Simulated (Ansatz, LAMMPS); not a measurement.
**Aqueous N(CH3)4+ and OH-, 1.2 mol of salt per kg of water, relaxed from a frame at 280 K (163 atoms), step 2 of a relaxation**

Geometry: step 2 of a relaxation. Computed with Ansatz 0.2.0: Kohn-Sham DFT, PBE+D3(BJ), PAW (set soft_2), plane waves; cutoff 420 eV, Γ point, fixed occupations; density 1.00 g/cm³.

Cell vectors (Å):

```
11.657 0.000 0.000
0.000 11.657 0.000
0.000 0.000 11.657
```

Positions (Å):

```
1 C 8.166 3.995 5.163
2 N 8.593 2.704 5.758
3 C 8.044 1.584 4.948
4 C 8.074 2.618 7.189
5 C 10.080 2.648 5.774
6 H 8.583 4.826 5.707
7 H 7.077 4.068 5.212
8 H 8.495 4.017 4.124
9 H 8.114 1.840 3.867
10 H 8.644 0.683 5.106
11 H 7.018 1.422 5.239
12 H 8.410 3.522 7.717
13 H 6.976 2.575 7.163
14 H 8.456 1.710 7.661
15 H 10.401 1.628 6.064
16 H 10.431 2.885 4.783
17 H 10.427 3.402 6.469
18 O 2.485 6.153 9.651
19 H 1.757 6.237 10.329
20 H 3.097 5.442 9.980
21 O 10.812 0.409 2.186
22 H 9.981 0.820 1.813
23 H 11.444 1.157 2.396
24 O 11.411 4.094 9.495
25 H 0.026 3.123 9.576
26 H 0.217 4.448 8.681
27 O 4.540 6.723 5.753
28 H 4.042 5.867 5.554
29 H 4.043 7.175 6.490
30 O 10.354 8.957 10.217
31 H 11.001 9.466 10.790
32 H 9.961 8.232 10.778
33 O 3.897 4.209 10.968
34 H 3.541 3.639 0.038
35 H 4.755 3.797 10.662
36 O 0.601 5.848 11.503
37 H 11.437 6.406 11.564
38 H 0.370 5.042 10.957
39 O 9.454 7.835 7.809
40 H 8.509 7.761 8.112
41 H 9.965 8.160 8.592
42 O 4.084 0.303 4.013
43 H 4.031 0.029 3.046
44 H 3.166 0.356 4.357
45 O 10.780 4.511 2.377
46 H 10.353 4.395 1.493
47 H 10.798 5.490 2.560
48 O 6.131 5.187 8.867
49 H 6.415 4.536 9.554
50 H 5.380 4.770 8.379
51 O 2.073 6.878 1.875
52 H 1.775 6.808 2.823
53 H 1.449 6.347 1.309
54 O 1.983 9.127 5.848
55 H 2.009 8.420 5.123
56 H 2.354 8.685 6.660
57 O 4.217 10.025 10.054
58 H 4.715 10.785 9.655
59 H 4.908 9.450 10.523
60 O 2.837 1.100 8.300
61 H 2.170 1.128 9.029
62 H 2.450 0.545 7.585
63 O 7.760 0.802 10.089
64 H 8.588 0.412 9.650
65 H 6.965 0.485 9.575
66 O 6.251 8.600 6.607
67 H 6.350 8.459 7.589
68 H 5.841 7.777 6.235
69 O 1.436 1.790 5.361
70 H 1.882 2.643 5.640
71 H 1.079 2.005 4.434
72 O 5.687 7.804 3.141
73 H 5.193 7.387 2.388
74 H 5.262 7.513 3.983
75 O 6.644 3.297 10.790
76 H 6.962 2.391 10.522
77 H 6.582 3.347 0.125
78 O 8.652 9.331 5.462
79 H 7.714 9.146 5.717
80 H 9.200 8.937 6.183
81 O 10.351 7.209 3.203
82 H 10.070 8.169 3.153
83 H 10.656 7.028 4.139
84 O 8.225 1.014 1.162
85 H 7.784 1.869 1.363
86 H 7.992 0.789 0.201
87 O 10.848 6.351 5.967
88 H 11.405 5.770 6.571
89 H 10.348 6.962 6.574
90 O 1.481 6.494 4.477
91 H 2.027 5.729 4.820
92 H 0.711 6.604 5.100
93 O 0.266 11.229 6.829
94 H 0.661 10.388 6.477
95 H 0.601 0.307 6.258
96 O 1.244 5.027 7.478
97 H 1.817 5.439 8.209
98 H 1.844 4.737 6.738
99 O 0.813 2.455 2.706
100 H 1.669 2.473 2.203
101 H 0.324 3.315 2.546
102 O 9.148 9.753 2.836
103 H 9.783 10.472 2.570
104 H 9.007 9.819 3.827
105 O 4.409 0.101 1.163
106 H 3.861 11.201 0.554
107 H 5.240 11.242 1.359
108 O 0.406 1.478 9.944
109 H 0.410 1.133 10.879
110 H 11.356 0.901 9.510
111 O 7.898 6.085 2.408
112 H 7.167 6.745 2.677
113 H 8.731 6.445 2.847
114 O 6.952 7.791 9.117
115 H 6.645 6.832 9.119
116 H 6.790 8.157 10.028
117 O 5.500 0.446 8.683
118 H 4.610 0.874 8.662
119 H 5.667 0.121 7.752
120 O 4.573 6.447 0.955
121 H 4.511 5.714 0.292
122 H 3.657 6.512 1.393
123 O 9.882 11.474 8.878
124 H 10.295 11.405 7.972
125 H 9.932 10.569 9.274
126 O 5.113 2.927 4.037
127 H 4.882 1.927 4.105
128 H 4.512 3.372 4.702
129 O 6.047 8.536 11.533
130 H 6.239 9.126 0.657
131 H 5.517 7.758 0.205
132 O 9.542 6.776 0.100
133 H 9.364 5.801 0.002
134 H 8.942 7.085 0.838
135 O 6.706 3.693 1.837
136 H 6.038 3.489 2.539
137 H 7.150 4.556 2.087
138 O 5.819 11.187 6.137
139 H 5.905 10.203 6.279
140 H 5.197 11.322 5.380
141 O 3.306 8.132 8.016
142 H 3.609 8.890 8.575
143 H 3.002 7.413 8.635
144 O 9.575 4.032 11.537
145 H 10.137 3.975 10.721
146 H 8.709 3.619 11.325
147 O 6.413 10.179 2.094
148 H 6.116 9.438 2.690
149 H 7.398 10.300 2.259
150 O 4.099 3.575 7.737
151 H 3.849 3.888 6.828
152 H 3.557 2.762 7.918
153 O 2.552 9.210 0.661
154 H 3.082 9.057 11.505
155 H 2.386 8.327 1.100
156 O 3.383 2.554 1.565
157 H 3.887 2.984 2.298
158 H 3.850 1.696 1.359
159 O 0.299 10.730 0.060
160 H 1.093 10.187 0.326
161 H 11.552 11.111 0.889
162 O 3.029 4.337 5.319
163 H 2.789 4.088 4.414
```

Q: Give the force on every atom.

Columns: atom, fx, fy, fz (forces in eV/Å).

```
1 -0.578 0.116 -0.322
2 -0.189 0.013 0.731
3 0.363 -0.182 -0.956
4 -0.032 0.117 -0.377
5 -0.027 -0.642 0.259
6 0.456 0.344 0.348
7 -0.088 -0.156 -0.100
8 0.053 0.089 -0.072
9 -0.062 -0.027 0.578
10 -0.117 -0.091 0.264
11 -0.318 -0.159 -0.009
12 -0.052 -0.209 -0.018
13 0.148 0.098 -0.019
14 0.091 0.021 -0.045
15 -0.105 0.519 -0.034
16 0.228 0.057 -0.527
17 0.280 0.168 0.281
18 0.097 -0.126 -0.326
19 0.256 -0.063 -0.059
20 -0.257 0.117 0.111
21 -0.543 0.133 -0.220
22 0.341 -0.163 0.082
23 -0.209 -0.133 -0.112
24 0.137 -0.699 0.181
25 -0.017 0.599 -0.013
26 -0.120 -0.355 0.235
27 -0.509 -0.309 0.057
28 0.285 0.445 0.121
29 0.160 -0.193 -0.341
30 0.137 0.077 0.258
31 -0.310 -0.155 -0.126
32 0.176 0.347 -0.210
33 0.537 -0.103 -0.118
34 0.334 -0.048 -0.074
35 -0.674 0.145 0.381
36 -0.275 0.112 -0.102
37 0.148 -0.431 -0.051
38 -0.176 0.435 0.084
39 0.055 0.083 -0.169
40 0.393 0.072 0.309
41 -0.257 0.013 -0.125
42 -0.156 -0.144 -0.503
43 -0.027 0.241 0.738
44 0.226 0.046 -0.173
45 -0.015 0.380 0.052
46 0.071 0.035 0.275
47 -0.029 -0.660 -0.249
48 0.137 0.084 -0.037
49 -0.163 0.096 -0.242
50 0.163 -0.116 0.295
51 -0.052 -0.326 -0.054
52 -0.094 -0.105 0.018
53 0.211 0.145 0.174
54 -0.124 -0.790 -0.906
55 -0.104 0.896 1.252
56 0.007 0.126 -0.225
57 0.432 -0.604 0.364
58 0.026 -0.257 -0.042
59 -0.359 0.656 -0.446
60 -0.136 -0.011 -0.007
61 -0.138 -0.083 -0.398
62 0.007 0.249 0.533
63 0.183 -0.314 -0.073
64 -0.804 0.478 0.101
65 0.225 0.229 0.194
66 0.110 -0.119 -0.084
67 0.057 -0.268 -0.098
68 0.059 0.316 0.302
69 -0.080 0.641 -0.670
70 -0.217 -0.665 -0.307
71 0.554 -0.119 0.820
72 -0.046 -0.236 0.006
73 0.153 -0.083 0.429
74 -0.108 -0.022 -0.212
75 0.207 -0.375 -0.043
76 -0.050 0.310 0.148
77 -0.005 0.048 0.059
78 0.212 0.148 -0.075
79 0.350 -0.155 0.248
80 -0.430 0.143 -0.127
81 0.079 0.030 0.851
82 0.100 -0.401 -0.076
83 -0.521 0.267 -0.760
84 -0.153 -0.017 -0.548
85 0.075 -0.230 -0.082
86 0.208 0.363 0.792
87 0.318 -0.504 0.375
88 -0.335 0.714 -0.347
89 0.068 -0.203 0.199
90 0.059 0.103 0.124
91 -0.117 0.257 0.095
92 0.281 -0.138 -0.322
93 0.013 0.159 -0.106
94 0.058 0.331 -0.083
95 0.002 -0.358 0.102
96 0.227 0.322 0.091
97 -0.283 -0.178 -0.517
98 -0.056 -0.035 0.260
99 0.169 0.061 0.059
100 -0.069 0.050 0.103
101 -0.028 0.008 -0.015
102 0.314 0.386 0.031
103 -0.342 -0.350 0.481
104 0.144 -0.113 -0.235
105 -0.283 -0.300 -0.203
106 0.452 0.137 0.436
107 -0.151 0.060 0.015
108 -0.582 -0.649 0.238
109 0.063 0.003 -0.837
110 0.610 0.309 0.463
111 -0.529 1.366 0.606
112 0.899 -0.851 -0.200
113 -0.444 -0.323 -0.189
114 -0.026 -0.429 -0.232
115 -0.004 0.508 -0.001
116 0.027 -0.254 -0.228
117 0.087 -0.145 0.070
118 0.114 -0.143 -0.200
119 -0.343 0.073 -0.086
120 -0.483 0.150 0.317
121 -0.121 -0.058 0.297
122 0.445 -0.087 -0.633
123 0.521 -0.116 -0.445
124 -0.028 -0.210 0.520
125 0.143 -0.042 -0.067
126 -0.481 -1.216 0.186
127 0.048 1.328 -0.133
128 0.075 -0.032 -0.322
129 -0.229 -0.030 0.068
130 0.034 -0.126 -0.092
131 0.096 0.265 0.088
132 -0.411 0.397 0.505
133 -0.100 0.302 0.005
134 0.582 -0.651 -0.720
135 0.052 -0.104 0.054
136 0.366 0.138 -0.053
137 -0.145 -0.273 -0.058
138 -0.078 0.094 -0.069
139 -0.221 0.148 -0.188
140 0.131 -0.159 0.316
141 -0.037 -0.087 -0.141
142 0.028 -0.292 0.082
143 0.107 0.351 0.099
144 -0.150 -0.025 -0.173
145 -0.243 0.058 0.006
146 0.225 0.170 -0.056
147 0.574 -0.021 0.031
148 0.159 0.182 -0.157
149 -0.676 -0.243 -0.061
150 -0.011 0.053 -0.293
151 -0.105 -0.499 0.350
152 0.233 0.448 -0.189
153 0.111 0.025 -0.234
154 -0.367 0.098 0.309
155 0.012 0.317 -0.143
156 -0.089 0.425 0.021
157 -0.031 -0.456 -0.237
158 -0.014 0.077 0.210
159 -0.008 -0.093 0.103
160 -0.105 0.180 0.022
161 0.183 -0.166 -0.194
162 -0.068 0.281 0.232
163 -0.036 -0.080 -0.076
```

The network of contacts between molecules at the start is that of the classical potential that made the cell. The density was typed from a rule of thumb and may lie off the real one at this temperature. Only the Γ point is sampled, in a cell whose shortest periodic width is 12 Å.

The r.m.s. force component is 0.317 eV/Å; the longest force, 1.59 eV/Å, acts on O111. The energy lies 24.3 meV/atom below that of the first step of this run.

[Logs are printed without paths, hosts, clocks, repeated set-up lines and the standing remarks that a program may print on its own settings, such as how far it seeks lower states.]

[Hosts, paths, dates, database ids (printed as entryN), source tags and the programs' standing remarks are cut or masked in the printed files.]
